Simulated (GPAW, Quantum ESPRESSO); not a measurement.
# Core-hole calculation of the Zn K edge in MnZn (Pm-3m), part 2 of 4

Do two independent programs agree on the Zn K edge of MnZn (Pm-3m)? The same cell and functional are run with XSpectra and with GPAW.

Quantum ESPRESSO 7.5 and GPAW 26.7.0; core-hole supercells, plane-wave PAW LDA.

So far. Step 2 (Ground state of the crystal (Quantum ESPRESSO)): The mesh shows no gap, so the system is treated as a metal and the core electron is put at the Fermi level (neutral cell). Step 3 (Spectrum without a core hole, Zn atom 1 (Quantum …): Main maxima below 30 eV (height): 9.4 eV (1.30), 11.7 eV (1.25), 15.3 eV (1.62), 19.2 eV (1.24), 23.6 eV (1.28) and 29.2 eV (1.63). A K edge sees empty p states on the absorber.

## (6) Supercell with XCH, Zn atom 1 (Quantum ESPRESSO)

Level of this step: plane-wave PAW DFT, LDA, scalar-relativistic, self-consistent field (Quantum ESPRESSO).

The holes are 6.1 Å apart. The excited electron is kept in the cell, where it fills the lowest empty states and screens the hole.

scf.in

```
&control
   calculation='scf', prefix='x', pseudo_dir='../pp', outdir='tmp', tprnfor=.true.
/
&system
   ibrav=0, nat=16, ntyp=3, nbnd=151
   ecutwfc=62, ecutrho=560
   occupations='smearing', smearing='mv', degauss=0.015
   nspin=2
   starting_magnetization(3)=0.40
/
&electrons
   conv_thr=1.6e-07, electron_maxstep=120
   mixing_beta=0.3, mixing_mode='local-TF'
/
ATOMIC_SPECIES
Zn0 1.0 Zn.lda-dn-kjpaw-1sch.UPF
Zn 1.0 Zn.lda-dn-kjpaw.UPF
Mn 1.0 Mn.lda-spn-kjpaw.UPF
CELL_PARAMETERS angstrom
  6.14000000 0.00000000 0.00000000
  0.00000000 6.14000000 0.00000000
  0.00000000 0.00000000 6.14000000
ATOMIC_POSITIONS crystal
Zn0  0.25000000 0.25000000 0.25000000
Zn   0.25000000 0.25000000 0.75000000
Zn   0.25000000 0.75000000 0.25000000
Zn   0.75000000 0.25000000 0.25000000
Zn   0.25000000 0.75000000 0.75000000
Zn   0.75000000 0.25000000 0.75000000
Zn   0.75000000 0.75000000 0.25000000
Zn   0.75000000 0.75000000 0.75000000
Mn   0.00000000 0.00000000 0.00000000
Mn   0.00000000 0.00000000 0.50000000
Mn   0.00000000 0.50000000 0.00000000
Mn   0.50000000 0.00000000 0.00000000
Mn   0.00000000 0.50000000 0.50000000
Mn   0.50000000 0.00000000 0.50000000
Mn   0.50000000 0.50000000 0.00000000
Mn   0.50000000 0.50000000 0.50000000
K_POINTS automatic
4 4 4 0 0 0
```

On the command line:

```
> OMP_NUM_THREADS=1 mpirun --oversubscribe --bind-to none -np 4 pw.x -nk 4 -in scf.in > scf.out
```

Numbers of over 12 decimals in the logs are rounded to 6 here.

The program printed:

```text
     [... banner and references ...]
[banner, memory and clock lines left out]
using ibrav=0 with symmetry is DISCOURAGED, use correct ibrav instead

     G-vector sticks info

     bravais-lattice index     =            0
     lattice parameter (alat)  =      11.6029  a.u.
     unit-cell volume          =    1562.0744 (a.u.)^3
     number of atoms/cell      =           16
     number of atomic types    =            3
     number of electrons       =       217.00
     number of Kohn-Sham states=          151
     kinetic-energy cutoff     =      62.0000  Ry
     charge density cutoff     =     560.0000  Ry
     scf convergence threshold =      1.6E-07
     mixing beta               =       0.3000
     number of iterations used =            8  local-TF  mixing
     Exchange-correlation= SLA  PZ   NOGX NOGC
                           (   1   1   0   0   0   0   0)

     celldm(1)=  11.602918  celldm(2)=   0.000000  celldm(3)=   0.000000
     celldm(4)=   0.000000  celldm(5)=   0.000000  celldm(6)=   0.000000

     crystal axes: (cart. coord. in units of alat)
               a(1) = (   1.000000   0.000000   0.000000 )
               a(2) = (   0.000000   1.000000   0.000000 )
               a(3) = (   0.000000   0.000000   1.000000 )

     reciprocal axes: (cart. coord. in units 2 pi/alat)
               b(1) = (  1.000000  0.000000  0.000000 )
               b(2) = (  0.000000  1.000000  0.000000 )
               b(3) = (  0.000000  0.000000  1.000000 )

     PseudoPot. #1 for Zn:     Pseudo is Projector augmented-wave + core cor, Zval = 13.0

[...]
-36.0962 -36.0857 -36.0857 -36.0857 -36.0744 -36.0744 -36.0744 -36.0697
   -36.0697 -36.0651 -36.0651 -36.0651 -36.0450 -36.0356 -36.0356 -36.0356
[...]
15.4592  16.1930  16.1930  16.1930  17.3203  17.3203  17.3203  17.9302
    17.9302  17.9302  18.6521  18.6521  18.6521  20.7228  23.1942  23.1942
    23.1943  23.8876  23.8876  23.8876  23.8928  23.8928  24.4885

     [... bands of 19 further k-points ...]

     the Fermi energy is    12.7486 ev

!    total energy              =   -4175.18664533 Ry
     total all-electron energy =    -46486.871209 Ry
     estimated scf accuracy    <       0.00000015 Ry
     smearing contrib. (-TS)   =       0.00215966 Ry
     internal energy E=F+TS    =   -4175.18880499 Ry

     The total energy is F=E-TS. E is the sum of the following terms:
     one-electron contribution =   -1266.99796225 Ry
     hartree contribution      =     825.07790647 Ry
     xc contribution           =    -569.56245017 Ry
     ewald contribution        =   -1857.95491169 Ry
     one-center paw contrib.   =   -1305.75138734 Ry

     total magnetization       =    23.81 Bohr mag/cell
     absolute magnetization    =    25.58 Bohr mag/cell

     convergence has been achieved in  13 iterations

     Forces acting on atoms (cartesian axes, Ry/au):

     atom    1 type  1   force =     0.00000000    0.00000000    0.00000000
     atom    2 type  2   force =     0.00000000    0.00000000    0.00000000
     atom    3 type  2   force =     0.00000000    0.00000000    0.00000000
[...]
atom   15 type  3   force =     0.00024739    0.00024739   -0.00024739
     atom   16 type  3   force =     0.00024739    0.00024739    0.00024739

     Total force =     0.001212     Total SCF correction =     0.000294
     SCF correction compared to forces is large: reduce conv_thr to get better values

     XML data file, charge density, pseudopotentials, collected wavefunctions
```

Elapsed: 6.8 min, on 4 MPI ranks of Arm Neoverse V2, shared host; peak memory 0.78 GiB; 27 min of CPU time.

Energy with the hole: -632486.104 eV, cores included.

## (7) Spectrum with XCH, Zn atom 1 (Quantum ESPRESSO)

The Lanczos recursion gives the spectrum without computing empty bands; each polarisation needs a run of its own on the full k mesh. xe0 is set between filled and empty states, and states below it are cut, here at the Fermi level, which holds the excited electron. The file of filecore holds the core orbital, taken from the hole-free data set.

xspectra.in

```
&input_xspectra
   calculation='xanes_dipole', edge='K'
   prefix='x', outdir='tmp', xiabs=1, xe0=12.7486
   xonly_plot=.false., x_save_file='xanes.sav'
   xniter=3000, xcheck_conv=20, xerror=0.005
   xcoordcrys=.false., xepsilon(1)=1, xepsilon(2)=0, xepsilon(3)=0
/
&plot
   xnepoint=199, xemin=-10, xemax=45, terminator=.true., cut_occ_states=.true.
   xgamma=0.83
/
&pseudos
   filecore='../Zn.wfc'
/
&cut_occ
   cut_desmooth=0.1, cut_stepl=0.05, cut_stepu=0.05, cut_ierror=1e-5
/
4 4 4 0 0 0
```

On the command line:

```
> OMP_NUM_THREADS=1 mpirun --oversubscribe --bind-to none -np 4 xspectra.x -nk 4 -in xspectra.in > xspectra.out
```

The program printed:

```text
     [... banner and references ...]
Reading input_file

     calculation: xanes_dipole

     xepsilon  [cartesian coordinates]:   1.000000   0.000000   0.000000

     xonly_plot: FALSE
        => complete calculation: Lanczos + spectrum plot

     filecore (core-wavefunction file): ../Zn.wfc

     main plot parameters:
        cut_occ_states: TRUE
        gamma_mode:  constant
        -> using xgamma [eV]:  0.83
        xemin [eV]: -10.00
        xemax [eV]:  45.00
        xnepoint:  199
        xe0 [eV]:  12.748600 (energy zero read in input file)

     WARNING: variable ef_r is obsolete

                      Reading SCF save directory: x.save

     tmp/x.save/

     Exchange-correlation= PZ
                           (   1   1   0   0   0   0   0)

     G-vector sticks info

                           Getting the Fermi energy

     From SCF save directory (spin polarized work):
        ehomo [eV]:   13.1094 (highest occupied level:max of up and down)
        elumo [eV]:   13.1191 (lowest occupied level:min of up and down)
        ef    [eV]:   13.1094

     -> ef (in eV) will be written in x_save_file

                           Energy zero of the spectrum

     -> ef will NOT be used as energy zero of the spectrum
       (because xe0 read in input file)

     G-vector sticks info

     bravais-lattice index     =            0
     lattice parameter (alat)  =      11.6029  a.u.
     unit-cell volume          =    1562.0744 (a.u.)^3
     number of atoms/cell      =           16
     number of atomic types    =            3
     number of electrons       =       217.00
     number of Kohn-Sham states=          151
     kinetic-energy cutoff     =      62.0000  Ry
     charge density cutoff     =     560.0000  Ry
     Exchange-correlation= PZ
                           (   1   1   0   0   0   0   0)

     celldm(1)=  11.602918  celldm(2)=   0.000000  celldm(3)=   0.000000
     celldm(4)=   0.000000  celldm(5)=   0.000000  celldm(6)=   0.000000

     crystal axes: (cart. coord. in units of alat)
               a(1) = (   1.000000   0.000000   0.000000 )
               a(2) = (   0.000000   1.000000   0.000000 )
               a(3) = (   0.000000   0.000000   1.000000 )

     reciprocal axes: (cart. coord. in units 2 pi/alat)
               b(1) = (  1.000000  0.000000  0.000000 )
               b(2) = (  0.000000  1.000000  0.000000 )
               b(3) = (  0.000000  0.000000  1.000000 )

     PseudoPot. #1 for Zn:     Pseudo is Projector augmented-wave + core cor, Zval = 13.0

     PseudoPot. #2 for Zn:     Pseudo is Projector augmented-wave + core cor, Zval = 12.0

     PseudoPot. #3 for Mn:     Pseudo is Projector augmented-wave + core cor, Zval = 15.0

     atomic species   valence    mass     pseudopotential
     Zn0              13.00     1.00000     Zn( 1.00)
     Zn               12.00     1.00000     Zn( 1.00)
     Mn               15.00     1.00000     Mn( 1.00)

     Starting magnetic structure
     atomic species   magnetization
     Zn0             0.000
     Zn              0.000
     Mn              0.400

     48 Sym. Ops., with inversion, found

   Cartesian axes

     site n.     atom                  positions (alat units)
         1        Zn0    tau(   1) = (   0.2500000   0.2500000   0.2500000  )
         2        Zn     tau(   2) = (   0.2500000   0.2500000   0.7500000  )
         3        Zn     tau(   3) = (   0.2500000   0.7500000   0.2500000  )
         4        Zn     tau(   4) = (   0.7500000   0.2500000   0.2500000  )
         5        Zn     tau(   5) = (   0.2500000   0.7500000   0.7500000  )
         6        Zn     tau(   6) = (   0.7500000   0.2500000   0.7500000  )
         7        Zn     tau(   7) = (   0.7500000   0.7500000   0.2500000  )
         8        Zn     tau(   8) = (   0.7500000   0.7500000   0.7500000  )
         9        Mn     tau(   9) = (   0.0000000   0.0000000   0.0000000  )
        10        Mn     tau(  10) = (   0.0000000   0.0000000   0.5000000  )
[...]
k(    4) = (   0.0000000   0.0000000   0.7500000), wk =   0.0156250
        k(    5) = (   0.0000000   0.2500000   0.0000000), wk =   0.0156250
[...]
k(   62) = (   0.7500000   0.7500000   0.2500000), wk =   0.0156250
        k(   63) = (   0.7500000   0.7500000   0.5000000), wk =   0.0156250
        k(   64) = (   0.7500000   0.7500000   0.7500000), wk =   0.0156250

     Dense  grid:   349419 G-vectors     FFT dimensions: (  90,  90,  90)

     Smooth grid:   102831 G-vectors     FFT dimensions: (  60,  60,  60)

     The potential is recalculated from file :
     tmp/x.save/charge-density

     Starting wfcs are  152 atomic wfcs
     Checking if some PAW data can be deallocated...

               Reading core wavefunction file for the absorbing atom

     ../Zn.wfc successfully read

                              Attributing the PAW radii
                     for the absorbing atom [units: Bohr radius]

        PAW proj 1: r_paw(l= 0)= 3.30  (1.5*r_cut)
        PAW proj 2: r_paw(l= 0)= 3.30  (1.5*r_cut)
        PAW proj 3: r_paw(l= 1)= 3.30  (1.5*r_cut)
        PAW proj 4: r_paw(l= 1)= 3.30  (1.5*r_cut)
        PAW proj 5: r_paw(l= 2)= 2.55  (1.5*r_cut)
        PAW proj 6: r_paw(l= 2)= 2.55  (1.5*r_cut)

        NB: The calculation will not necessary use all these r_paw values.
            - For a edge in the electric-dipole approximation,
              only the r_paw(l=1) values are used.
            - For a K edge in the electric-quadrupole approximation,
              only the r_paw(l=2) values are used.

            - For a L2 or L3 edge in the electric-quadrupole approximation,

              all projectors (s, p and d) are used.

                          Starting XANES calculation
                     in the electric dipole approximation

     Method of calculation based on the Lanczos recursion algorithm
        - STEP 1: Construction of a kpoint-dependent Lanczos basis,
          in which the Hamiltonian is tridiagonal (each 'iter'
          corresponds to the calculation of one more Lanczos vector)
        - STEP 2: Calculation of the cross-section as a continued fraction
          averaged over the k-points.

     ... Begin STEP 1 ...

        Radial transition matrix element(s) used in the calculation of the
        initial vector of the Lanczos basis (|tilde{phi}_abs> normalized)
        | For PAW proj. (l=1) #1: radial matrix element =   0.003347842
        | For PAW proj. (l=1) #2: radial matrix element =   0.006497768

NB: the    32 k-point are not all listed below because npool=  4
        |-------------------------------------------------------------
        ! k-point #     1:  ( 0.0000,  0.0000,  0.0000),  0.0156,   1
        |-------------------------------------------------------------
 okvan= T
        |   Norm of the initial Lanczos vector: 0.48709567E-02
        |   Estimated error at iter     20:   1.02360495
        |   Estimated error at iter     40:   0.67633699
        |   Estimated error at iter     60:   0.58724044
        |   Estimated error at iter     80:   0.39621913
        |   Estimated error at iter    100:   0.17391288
[...]
!   => CONVERGED at iter    240 with error=  0.00055967
        |-------------------------------------------------------------
        ! k-point #     2:  ( 0.0000,  0.0000,  0.2500),  0.0156,   1
        |-------------------------------------------------------------
 okvan= T
        |   Norm of the initial Lanczos vector: 0.48709374E-02
[...]
!   => CONVERGED at iter    380 with error=  0.00479861
        |-------------------------------------------------------------
     [... 29 further k-points ...]
        ! k-point #    32:  ( 0.2500,  0.7500,  0.7500),  0.0156,   1
        |-------------------------------------------------------------
 okvan= T
        |   Norm of the initial Lanczos vector: 0.48709322E-02
[...]
|   Estimated error at iter    440:   0.00990179
        |   Estimated error at iter    460:   0.01259709
        |   Estimated error at iter    480:   0.00862917
        !   => CONVERGED at iter    500 with error=  0.00324051

     Results of STEP 1 successfully written in x_save_file
     x_save_file name:
     ->  xanes.sav
     x_save_file version:  2

     ... End STEP 1 ...

     ... Begin STEP 2 ...

     The spectrum is calculated using the following parameters:
        xe0 [eV]:   12.7486
        the occupied states are elimintate from the spectrum
        xemin [eV]: -10.00
        xemax [eV]:  45.00
        xnepoint:  199
        constant broadening parameter [eV]:    0.830
        Core level energy [eV]:  -9659.
         (from electron binding energy of neutral atoms in X-ray data booklet)

     Cross-section successfully written in xanes.dat

     ... End STEP 2 ...

                                END JOB XSpectra
```

Elapsed: 5.3 min, on 4 MPI ranks; peak memory 0.43 GiB.

The Zn K spectrum, Zn atom 1, excited-electron core hole (neutral cell) (energy from the energy zero of the input (xe0, at the border of filled and empty states); intensity scaled to a mean of 1 over the first 20 eV; the points at xe0, where the cut of filled states can leave a spike, are interpolated):

```csv
E (eV),intensity
-2.0,0.09
-1.5,0.11
-1.0,0.14
-0.5,0.20
0.0,0.30
0.5,0.39
1.0,0.43
1.5,0.45
2.0,0.51
2.5,0.56
3.0,0.60
3.5,0.65
4.0,0.73
4.5,0.86
5.0,1.00
5.5,1.14
6.0,1.22
6.5,1.31
7.0,1.37
7.5,1.40
8.0,1.37
8.5,1.31
9.0,1.27
9.5,1.22
10.0,1.15
10.5,1.10
11.0,1.11
11.5,1.08
12.0,1.00
12.5,0.96
13.0,1.03
13.5,1.15
14.0,1.33
14.5,1.40
15.0,1.28
15.5,1.06
16.0,0.90
16.5,0.87
17.0,0.94
17.5,1.05
18.0,1.08
18.5,1.04
19.0,0.98
19.5,0.88
20.0,0.81
20.5,0.83
21.0,0.88
21.5,0.92
22.0,0.99
22.5,1.13
23.0,1.21
23.5,1.19
24.0,1.15
24.5,1.09
25.0,1.06
25.5,1.03
26.0,1.01
26.5,1.06
27.0,1.16
27.5,1.31
28.0,1.48
28.5,1.51
29.0,1.35
29.5,1.19
30.0,1.15
30.5,1.23
31.0,1.27
31.5,1.24
32.0,1.20
```

Main maxima below 30 eV (height): 7.5 eV (1.40), 14.4 eV (1.41), 17.8 eV (1.08), 23.1 eV (1.21) and 28.3 eV (1.53). 

The total-energy difference is 9676.25 eV. One term is added: -30.82 eV, since the hole is spin-paired here and a spin-polarised one costs that much less in the free atom (computed apart). The photon energy is then 9645.43 eV. The tabulated edge of the element is 9659 eV. The functional leaves an error in such absolute values: in the free atom LDA prices this hole 19.1 eV below PBE (computed apart), and PBE is itself good to a few eV.

## (8) The field without a hole (GPAW)

The second program starts from its own ground state, on the same cell and functional.

scf.py

```python
import numpy as np
from ase import Atoms
from ase.parallel import parprint, paropen
from gpaw import GPAW, PW, FermiDirac, Mixer, MixerDif, setup_paths
from gpaw.test import gen
setup_paths.insert(0, '.')
gen('Zn', name='nch1s', xcname='LDA', corehole=(1, 0, 0), write_xml=True)
from gpaw.mpi import world
world.barrier()

atoms = Atoms('ZnMn',
    cell=[[3.07, 0, 0],
     [0, 3.07, 0],
     [0, 0, 3.07]],
    scaled_positions=[[0.5, 0.5, 0.5],
     [0, 0, 0]],
    magmoms=[0.0, 4.0],
    pbc=True)
atoms.calc = calc = GPAW(legacy_gpaw=True, mode=PW(500), xc='LDA', setups={0: 'nch1s'},
    kpts={'size': (8, 8, 8), 'gamma': True}, occupations=FermiDirac(0.05),
    charge=0, mixer=MixerDif(0.05, 8, 50), maxiter=150,
    convergence={'density': 0.0001}, txt='scf.txt')
energy = atoms.get_potential_energy() + calc.get_reference_energy()
ef = calc.get_fermi_level()
out = dict(energy=energy, fermi=ef, forces=atoms.get_forces().tolist(), magmoms=atoms.get_magnetic_moments().tolist())
parprint(f'all-electron energy {energy:.4f} eV, Fermi level {ef:.4f} eV')
ev = np.array([[calc.get_eigenvalues(k, s) for k in range(len(calc.get_ibz_k_points()))] for s in range(calc.get_number_of_spins())])
out['homo'], out['lumo'], out['counts'] = ev[ev < ef].max(), ev[ev > ef].min(), sorted(set((ev < ef).sum((0, 2)).tolist()))
out['filled'] = (ev[:, 0] < ef).sum(1).tolist()
import json
with paropen('out.json', 'w') as f:
    json.dump(out, f)
```

On the command line:

```
> OMP_NUM_THREADS=1 mpirun -n 4 gpaw python scf.py
```

The program printed:

```text
Input parameters:
  convergence: {density: 0.0001}
  kpts: {gamma: True,
         size: (8, 8, 8)}
  maxiter: 150
  mixer: {backend: pulay,
          beta: 0.05,
          method: difference,
          nmaxold: 8,
          weight: 50}
  mode: {ecut: 500.0,
         name: pw}
  occupations: {fixmagmom: False,
                name: fermi-dirac,
                width: 0.05}
  setups: {0: nch1s}

Initialize ...

[...]
*s    :     0.771506
4p(0) :    -0.045217     1.008310
*p    :     0.954783
3d(10):    -0.383140     0.154691
*d    :     0.616860
--------------------------------

Diagonalizing with gridspacing h=0.050

state   all-electron     PAW
-------------------------------
4s:      -0.228494    -0.228671
4p:      -0.045217    -0.045275
3d:      -0.383140    -0.383726
*f:                    0.072913
-------------------------------
all-electron energy -80255.5174 eV, Fermi level 6.7126 eV
[key lines of the parts left out:]
Converged after 24 iterations.
Dipole moment: (0.000000, -0.000000, -0.000000) |e|*Ang
Free energy:    -12.149018
Fermi level: 6.71262
```

It took 9.9 s on 4 MPI ranks; peak memory 0.21 GiB; 39 s of CPU time.

The mesh shows no gap, so the system is treated as a metal and the core electron is put at the Fermi level (neutral cell).

Site moments (μB): -0.07, 3.00.

(Part 2 of 4 ends here.)

[Banner, clock and machine lines of the logs are left out without a mark of their own.]

[Logs are printed without paths, hosts, clocks, repeated set-up lines and the standing remarks that a program may print on its own settings, such as how far it seeks lower states.]

[Hosts, paths, dates, database ids (printed as entryN), source tags and the programs' standing remarks are cut or masked in the printed files.]

[Lists of maxima count a maximum above −3 eV only where it reaches 4 % of the highest in the window and stands out from its surroundings by 2 % of it (1.5 % where it reaches 55 %); shoulders and weaker maxima are passed over, and of the rest the first, up to two pre-edge ones and the few strongest are named.]
